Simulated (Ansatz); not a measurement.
## Quasiparticle gap of Li3SI (antiperovskite) (Pm-3m)

Aim: the quasiparticle gap of Li3SI (antiperovskite) (Pm-3m), starting from PBE.

Program: Ansatz 0.2.0. Level of theory: PBE, then G0W0 on it, plane waves, PAW. Results are calculated unless marked as measured.

The structure was built from a prototype and need not be the compound's stable phase.

## Step 1: The structure

It takes space group Pm-3m (No. 221, cubic). The conventional cell has a = 4.538 Å, b = 4.538 Å, c = 4.538 Å, α = 90.00°, β = 90.00°, γ = 90.00°. I has 12 Li at 3.21 Å nearest. Nearest to S lie 6 Li at 2.27 Å. Nearest to Li lie 2 S at 2.27 Å and 4 I at 3.21 Å and 8 Li at 3.21 Å. It derives from I1Li3S1. Farther neighbours and most contacts between anions are not listed.

The start is a generated structure, not a measured one. The structure type comes from a generator and need not be one that this composition takes. Spin-orbit coupling is left out unless a step names it. The default PAW set here is soft_2. Its files were made with PBE.

## Step 2: Relaxation

The structure is relaxed first.

This step: DFT, PBE, plane waves, PAW.

Input file input.yaml:

```yaml
crystal:
  lattice:
    - [4.5376988, 0.0, 0.0]
    - [0.0, 4.5376988, 0.0]
    - [0.0, 0.0, 4.5376988]
  atoms:
    - { symbol: I, position: [0.0, 0.0, 0.0] }
    - { symbol: S, position: [0.5, 0.5, 0.5] }
    - { symbol: Li, position: [0.5, 0.5, 0.0] }
    - { symbol: Li, position: [0.5, 0.0, 0.5] }
    - { symbol: Li, position: [0.0, 0.5, 0.5] }
kpoints:
  mp_grid: { grid: [6, 6, 6] }
hamiltonian:
  xc: pbe
scf:
  occupations: { method: fermi_dirac, width: 0.02 }
relax:
  f_tol: 0.01
  max_steps: 100
  cell: {}
```

The run is started by

```sh
> ansatz run input.yaml --threads 4 --pin off --max-ram 17510MiB --backend cpu --events-out ev --progress --plain --runs-dir out
```

Numbers of over 12 decimals in the logs are rounded to 6 here.

Log:

```text
Engine: ansatz 0.2.0, aarch64-unknown-linux-gnu
Pseudopotentials: kind: paw
Pseudopotential: I, paw, valence charge 17, recommended cutoff 420 eV (normal), I.paw.azcp
Pseudopotential: S, paw, valence charge 6, recommended cutoff 420 eV (normal), S.paw.azcp
Pseudopotential: Li, paw, valence charge 3, recommended cutoff 420 eV (normal), Li.paw.azcp
Functional definition: PBE
  parameter kappa = 0.804
  parameter beta = 0.066725
  exchange = pbe_x(kappa = kappa, mu = beta*pi^2/3)
  correlation = pbe_c(beta = beta)
Crystal: 5 atoms, lattice volume = 93.434 Å³
Basis set: ecut = 420 eV, 1839 PW (Γ), exchange–correlation on 64×64×64 points (8 copies of the dense FFT grid, shifted against one another)
Bands: 21, of which v1, the nominal top of the filled ones, is band 16 counted from 1 (15 counted from 0)
Symmetry: 48 space group operations
Space group: Pm-3m (ITA 221), of the structure as read, at distance tolerance 4.5e-5 Å
k-points: 20 of 216
Non-local potential: I, projectors of the file, l = 0: 2, l = 1: 2, l = 2: 2, l = 3: 2
Non-local potential: S, projectors of the file, l = 0: 2, l = 1: 2, l = 2: 2
Non-local potential: Li, projectors of the file, l = 0: 3, l = 1: 2, l = 2: 1
PAW form: soft (Blöchl's): semilocal exchange-correlation on the pseudo side does not see the compensation charge
PAW one-centre angular grid: I, 590 points (default); XC on 64 Gauss nodes
PAW one-centre angular grid: S, 110 points (default); XC on 64 Gauss nodes
PAW one-centre angular grid: Li, 110 points (default); XC on 64 Gauss nodes
Initial density: superposition of atomic densities (neutral atoms: chi_scale 0, normalization atom), corrected by the library's trained network
Initial wavefunctions: pseudopotential atomic-orbital guess
Functional: x = pbe(κ = 0.804, μ = 0.219515), c = pbe(β = 0.066725)
SCF iter   1: F=—  HF=-9035.066853 eV  |F-HF|=—  |Δ(HF+E_count)|=         —  Δρ=5.34e-4  dr2=2.05e-4  ethr=1.77e-3  ⟨swp⟩=6.9  Hψ=2238  notcnv=0
preconditioner: auto → Resta (q_TF=auto, 2.282 Å⁻¹)  ε∞=3.3  [insulator: Δε(μ)=3.391 eV  Ē_g=10.082 eV  σ=0.020 eV  W_gap=1.00  n_scr=18 (ndim 8)  ℏωp=15.4 eV  f_vac=0.000  D(μ)=0.00/eV (n_scr^D=0)  ε∞_Penn≈3.3]
SCF iter   2: F=—  HF=-9035.065405 eV  |F-HF|=—  |Δ(HF+E_count)|=   1.45e-3  Δρ=4.21e-4  dr2=2.10e-4  ethr=6.40e-7  ⟨swp⟩=3.1  Hψ=1034  notcnv=0  defer=16
SCF iter   3: F=—  HF=-9035.065429 eV  |F-HF|=—  |Δ(HF+E_count)|=   2.43e-5  Δρ=1.80e-4  dr2=3.24e-5  ethr=6.40e-7  ⟨swp⟩=2.5  Hψ=643  notcnv=0  defer=17
SCF iter   4: F=—  HF=-9035.065329 eV  |F-HF|=—  |Δ(HF+E_count)|=   9.97e-5  Δρ=3.56e-5  dr2=1.14e-6  ethr=1.01e-7  ⟨swp⟩=2.0  Hψ=560  notcnv=0  defer=17
SCF iter   5: F=—  HF=-9035.065330 eV  |F-HF|=—  |Δ(HF+E_count)|=   3.70e-7  Δρ=1.24e-5  dr2=1.87e-7  ethr=3.55e-9  ⟨swp⟩=2.5  Hψ=650  notcnv=0  defer=17
SCF iter   6: F=-9035.065330 eV  HF=-9035.065330 eV  |F-HF|=1.11e-9  |Δ(HF+E_count)|=   1.47e-8  Δρ=1.44e-6  dr2=1.91e-9  ethr=3.13e-10  ⟨swp⟩=4.6  Hψ=1332  notcnv=0
SCF 1 converged in 6 iterations: F = -9035.065330 eV  dr2 = 1.91e-9
  greatest PAW one-centre occupation: 1.000 electrons in one spin orbital (limit 2), on the Li atom at site 4 (counted from 0), in its partial waves of l = 0
relax step   1: F+E_penalty+E_count = -9035.06532968 eV  Δ(F+E_penalty+E_count) = +0.000e0 eV  max|allowed force component| = 5.522e-30 eV/Å  Δτ_max = 0.0000 Å  P = +4.569 GPa  Ω = 93.434 Å³  (6 SCF iters, dr2 threshold 1.00e-7 eV, accepted)
[...]
relax step   2: F+E_penalty+E_count = -9035.20620116 eV  Δ(F+E_penalty+E_count) = -1.409e-1 eV  max|allowed force component| = 1.344e-30 eV/Å  Δτ_max = 0.0000 Å  P = +1.502 GPa  Ω = 101.131 Å³  energy of the carried Pulay correction = -3.698e-4 eV  (6 SCF iters, dr2 threshold 5.00e-7 eV, accepted)
[...]
relax step   3: F+E_penalty+E_count = -9035.22850157 eV  Δ(F+E_penalty+E_count) = -2.230e-2 eV  max|allowed force component| = 3.024e-30 eV/Å  Δτ_max = 0.0000 Å  P = +0.236 GPa  Ω = 105.379 Å³  energy of the carried Pulay correction = -5.616e-4 eV  (5 SCF iters, dr2 threshold 5.00e-7 eV, accepted)
[...]
relax step   4: F+E_penalty+E_count = -9035.22911997 eV  Δ(F+E_penalty+E_count) = -6.184e-4 eV  max|allowed force component| = 1.362e-30 eV/Å  Δτ_max = 0.0000 Å  P = -0.001 GPa  Ω = 106.282 Å³  energy of the carried Pulay correction = -6.014e-4 eV  (5 SCF iters, dr2 threshold 1.40e-7 eV, accepted)
[...]
relax step   5: F+E_penalty+E_count = -9035.22966709 eV  Δ(F+E_penalty+E_count) = -5.471e-4 eV  max|allowed force component| = 1.448e-30 eV/Å  Δτ_max = 0.0000 Å  P = +0.000 GPa  Ω = 106.282 Å³  stress off target by 1.40e-4 GPa  SCF on the basis re-selected at this cell (its energy is not comparable with the rows above)  (8 SCF iters)
basis re-selected at this cell: Δ(F+E_penalty+E_count) = -5.471e-4 eV, ΔP = +0.002 GPa vs the last step (what re-selecting the basis moved, of the pressure what is left beyond the Pulay correction that the steps carried, after the strain that the cell walked since its last selection, with what the two solves' SCF thresholds leave and, on support functions, any second-order correction that the steps lacked; it is no m [...]
SCF converged after 8 iterations
Free energy (F): -9035.229667 eV
Harris-Foulkes:  -9035.229667 eV  (|F-HF|=7.28e-12)
Internal energy: -9035.229667 eV  (E = F + TS)
E sigma→0 (E₀):  -9035.229667 eV
Fermi energy:    4.784709 eV
--- Per-component energies (eV) ---
  E_band       = -667.901232
  E_kinetic    = 362.263401
  E_local      = -2642.731651  (includes V_loc(G=0)·N_el)
  E_nonlocal   = -161.702809
  E_hartree    = 1247.142661
  E_xc         = -258.730237
  E_vxc        = -259.301691  (∫ρ·V_xc dr)
  E_paw        = -5480.275636  (= ΣΔE_a)
  E_vpaw       = -460.713978  (= ΣTr[D̂ρ^β])
  E_aug_tail   = 0.000141  (compensation charges beyond the density's cutoff)
  E_ewald      = -2101.195537
  E_smearing   = -0.000000  (= −TS)
  E_closure    = 0.000000  (closes the sum)
  Σ components = -9035.229667   (vs F -9035.229667, Δ=0.00e0)
--- Forces (eV/Å), atoms counted from 1 ---
  atom   1  I     -0.00000000     0.00000000    -0.00000000
  atom   2  S      0.00000000    -0.00000000     0.00000000
  atom   3  Li    -0.00000000     0.00000000     0.00000000
  atom   4  Li     0.00000000     0.00000000     0.00000000
  atom   5  Li     0.00000000    -0.00000000     0.00000000
  max |Σ_I F_I| component: 3.88e-30 eV/Å
--- Stress (GPa, compression-positive) ---
        0.000140      -0.000000      -0.000000
       -0.000000       0.000140       0.000000
       -0.000000       0.000000       0.000140
  P = ⅓ Tr σ = 0.0001 GPa (0.001 kbar)
--- Relaxed structure (4 steps of the walk, 4 accepted, 1 SCFs on fresh bases) ---
  F+E_penalty+E_count = -9035.22966709 eV   max|allowed force component| = 1.448e-30 eV/Å   (the final SCF, on the basis selected at the relaxed cell)
  cell:  # Å, volume = 106.2820 Å³
    - [4.736817, 0, 0]
    - [0, 4.736817, 0]
    - [0, 0, 4.736817]
  atoms:
    - { symbol: I, position: [0, 0, 0] }
    - { symbol: S, position: [0.5, 0.5, 0.5] }
    - { symbol: Li, position: [0.5, 0.5, 0] }
    - { symbol: Li, position: [0.5, 0, 0.5] }
    - { symbol: Li, position: [0, 0.5, 0.5] }
```

The job ended after 3.2 s (4 threads of Arm Neoverse V2, shared host; peak memory 0.41 GiB; 11 s of CPU time).

Step by step:

| step | energy less that of the first step (eV) | largest force component (eV/Å) | pressure (GPa) | volume (Å³) |
| --- | --- | --- | --- | --- |
| 1 | 0.0000 | 0.0000 | 4.57 | 93.43 |
| 2 | -0.1409 | 0.0000 | 1.50 | 101.13 |
| 3 | -0.1632 | 0.0000 | 0.24 | 105.38 |
| 4 | -0.1638 | 0.0000 | 0.00 | 106.28 |
| 5* | -0.1643 | 0.0000 | 0.00 | 106.28 |

Relaxation steps marked * repeat the geometry before them on a plane-wave basis chosen anew for their cell, so energy and pressure can jump there.

Forces are held to the 48 operations that the run works with; a distortion that breaks them can't arise in this run.

| conventional cell, symmetrised | before | after | change |
| --- | --- | --- | --- |
| a (Å) | 4.538 | 4.737 | +4.4 % |
| b (Å) | 4.538 | 4.737 | +4.4 % |
| c (Å) | 4.538 | 4.737 | +4.4 % |
| volume (Å³/atom) | 18.69 | 21.26 | +13.8 % |

The relaxed structure:

```cif
data_structure
_symmetry_space_group_name_H-M 'P 1'
_symmetry_Int_Tables_number 1
_cell_length_a 4.7368
_cell_length_b 4.7368
_cell_length_c 4.7368
_cell_angle_alpha 90.000
_cell_angle_beta 90.000
_cell_angle_gamma 90.000
_cell_volume 106.28
loop_
_atom_site_label
_atom_site_type_symbol
_atom_site_fract_x
_atom_site_fract_y
_atom_site_fract_z
_atom_site_occupancy
I1 I 0.00000 0.00000 0.00000 1
S2 S 0.50000 0.50000 0.50000 1
Li3 Li 0.50000 0.50000 0.00000 1
Li4 Li 0.50000 0.00000 0.50000 1
Li5 Li 0.00000 0.50000 0.50000 1
```

## Step 3: Bands along the symmetry lines

Levels along a band path and on the mesh show where this functional puts the band edges.

Input file input.yaml:

```yaml
crystal:
  lattice:
    - [4.7368166536, 0.0, 0.0]
    - [0.0, 4.7368166536, 0.0]
    - [0.0, 0.0, 4.7368166536]
  atoms:
    - { symbol: I, position: [0.0, 0.0, 0.0] }
    - { symbol: S, position: [0.5, 0.5, 0.5] }
    - { symbol: Li, position: [0.5, 0.5, 0.0] }
    - { symbol: Li, position: [0.5, 0.0, 0.5] }
    - { symbol: Li, position: [0.0, 0.5, 0.5] }
kpoints:
  mp_grid: { grid: [6, 6, 6] }
  band_path:
    path:
      - [[0.0, 0.0, 0.0], [0.0, 0.5, 0.0], [0.5, 0.5, 0.0], [0.0, 0.0, 0.0], [0.5, 0.5, 0.5], [0.0, 0.5, 0.0]]
      - [[0.5, 0.5, 0.5], [0.5, 0.5, 0.0]]
    npoints: 10
hamiltonian:
  xc: pbe
scf:
  occupations: { method: fermi_dirac, width: 0.02 }
  n_extra_bands: 5
output:
  eigenvalues: true
  forces: true
  stress: true
  write_density: true
  write_potential: true
  elf: true
  volumetric_format: npy
```

Log:

```text
[...]
Crystal: 5 atoms, lattice volume = 106.282 Å³
Basis set: ecut = 420 eV, 2103 PW (Γ), exchange–correlation on 64×64×64 points (8 copies of the dense FFT grid, shifted against one another)
Bands: 21, of which v1, the nominal top of the filled ones, is band 16 counted from 1 (15 counted from 0)
Symmetry: 48 space group operations
[...]
k-points: 20 of 216
[...]
SCF iter   1: F=—  HF=-9035.230735 eV  |F-HF|=—  |Δ(HF+E_count)|=         —  Δρ=5.45e-4  dr2=2.79e-4  ethr=1.77e-3  ⟨swp⟩=7.5  Hψ=2274  notcnv=0
[...]
SCF iter   6: F=-9035.229667 eV  HF=-9035.229667 eV  |F-HF|=2.88e-8  |Δ(HF+E_count)|=   1.48e-7  Δρ=4.45e-6  dr2=2.53e-8  ethr=3.13e-10  ⟨swp⟩=12.8  Hψ=2990  notcnv=0
SCF 1 converged in 6 iterations: F = -9035.229667 eV  dr2 = 2.53e-8
[...]
NSCF: frozen V_eff on 62 k-points
SCF converged after 6 iterations
Free energy (F): -9035.229667 eV
[...]
Internal energy: -9035.229667 eV  (E = F + TS)
E sigma→0 (E₀):  -9035.229667 eV
Fermi energy:    4.784660 eV
[...]
--- Stress (GPa, compression-positive) ---
        0.000006       0.000000       0.000000
       -0.000000       0.000006       0.000000
        0.000000       0.000000       0.000006
  P = ⅓ Tr σ = 0.0000 GPa (0.000 kbar)
--- Band table (eV; the first three rows and the last of 20) ---
  k-point 0: bands = [... 12 lower, 0.9290, 2.7982, 2.7982, 2.7982, 6.7461, 7.7675, 7.7675, 11.3684, ... 1 higher]
  k-point 1: bands = [... 12 lower, 1.0421, 2.4518, 2.6711, 2.6711, 7.2308, 7.8145, 8.2950, 10.4069, ... 1 higher]
  k-point 2: bands = [... 12 lower, 1.3599, 1.8986, 2.3183, 2.3183, 7.9224, 8.1419, 9.6359, 9.9650, ... 1 higher]
  k-point 19: bands = [... 12 lower, 0.8924, 1.8098, 1.8098, 1.8098, 9.7183, 9.7183, 9.7183, 10.1702, ... 1 higher]
```

It took 1.6 s on 4 threads; peak memory 0.41 GiB.

The column dr2 measures how far the density is from self-consistency, as an energy; F and HF (Harris–Foulkes) agree once it is small.

This step gave:

```
pressure             : 5.82e-6 GPa
filled bands         : 16
gap                  : 3.515 eV
valence top at       : M
conduction bottom at : M
least direct gap     : 3.515 eV
```

Over mesh and path the gap is 3.515 eV, direct, at k = (0.500, 0.500, 0.000).

The electronic bands at the labelled points (eV, zero at the top of the highest nominally filled band):

| point | band 13 | band 14 | band 15 | band 16 | band 17 | band 18 | band 19 | band 20 |
| --- | --- | --- | --- | --- | --- | --- | --- | --- |
| Γ | -2.09 | -0.22 | -0.22 | -0.22 | 3.73 | 4.75 | 4.75 | 8.35 |
| halfway | -1.84 | -0.86 | -0.50 | -0.50 | 4.65 | 4.85 | 5.90 | 7.08 |
| X | -1.27 | -1.27 | -1.11 | -1.11 | 4.97 | 5.72 | 7.08 | 7.08 |
| halfway | -1.20 | -1.01 | -0.54 | -0.37 | 4.27 | 5.68 | 6.01 | 6.09 |
| M | -1.11 | -0.90 | 0.00 | 0.00 | 3.51 | 4.96 | 5.35 | 5.35 |
| halfway | -1.63 | -1.18 | -0.64 | -0.15 | 4.39 | 5.78 | 6.15 | 6.32 |
| Γ | -2.09 | -0.22 | -0.22 | -0.22 | 3.73 | 4.75 | 4.75 | 8.35 |
| halfway | -2.02 | -0.63 | -0.56 | -0.56 | 5.15 | 5.79 | 5.79 | 5.99 |
| R | -2.13 | -1.21 | -1.21 | -1.21 | 6.70 | 6.70 | 6.70 | 7.15 |
| halfway | -1.68 | -1.24 | -0.46 | -0.25 | 4.71 | 5.21 | 5.88 | 6.67 |
| X | -1.27 | -1.27 | -1.11 | -1.11 | 4.97 | 5.72 | 7.08 | 7.08 |
| jump to R | -2.13 | -1.21 | -1.21 | -1.21 | 6.70 | 6.70 | 6.70 | 7.15 |
| halfway | -1.61 | -1.16 | -0.53 | -0.53 | 5.01 | 5.73 | 5.79 | 5.79 |
| M | -1.11 | -0.90 | 0.00 | 0.00 | 3.51 | 4.96 | 5.35 | 5.35 |

Valence density in the ac plane at fractional y = 0.500, with atoms of S and Li within 0.2 Å of it. It is the smooth field of the valence electrons, not physical close to the nuclei.

Ten steps, logarithmic in the rise over the least value, from '0' (0.0 e/Å³) to '9' (7.5 e/Å³), each cell a mean:
```
00000378610000
00000134200000
00001122210000
00012334321000
11123455542101
75124555553226
97234542554248
86234554553237
42123555543113
00012344432100
00001233221000
00000122110000
00000267510000
00000489710000
```
Columns run along a (4.7 Å), rows up along c (4.7 Å). Atoms in or near the plane, at fractional coordinates: S at (0.50, 0.50), Li at (0.50, 0.00), Li at (0.00, 0.50).

Electrostatic potential energy in the ac plane at fractional y = 0.500, with atoms of S and Li within 0.2 Å of it. With pseudopotentials it is smooth inside the atoms' cores, unlike the true potential.

Ten even steps from '0' (-32 eV) to '9' (8 eV), each cell a mean:
```
99998621479999
99999865789999
99999988999999
99999988999999
78999743589987
25898300159974
03797112038851
14797201048862
57898521379986
88999877899998
99999999999999
99999877899999
99998743589999
99998510279999
```
Columns run along a (4.7 Å; values clipped at the 3rd and 97th percentile), rows up along c (4.7 Å). Atoms in or near the plane, at fractional coordinates: S at (0.50, 0.50), Li at (0.50, 0.00), Li at (0.00, 0.50).

(Continued in part 2 of 2.)

[Paths, hosts, dates, memory and timing lines, banners, echoed tables and standing remarks are left out of the program output.]

[Logs are printed without paths, hosts, clocks, repeated set-up lines and the standing remarks that a program may print on its own settings, such as how far it seeks lower states.]

[Runs of the session that timed out or met a known fault of the program may be left out.]

[Cells called generated may have been cut or substituted from an entry of the Crystallography Open Database or the Materials Project.]

[Hosts, paths, dates, database ids (printed as entryN), source tags and the programs' standing remarks are cut or masked in the printed files.]

[Where an RPA ε∞ is given, it is that of the G0W0 mesh and is not shown converged in it. Names of k-points follow the symmetry that the program found, which can be lower than the space group named. Band edges on a path are those of the sampled points; other points can move an edge, and change direct to indirect where valleys lie close.]

[Hybrid gaps are those of their k-mesh and are not shown converged in it.]
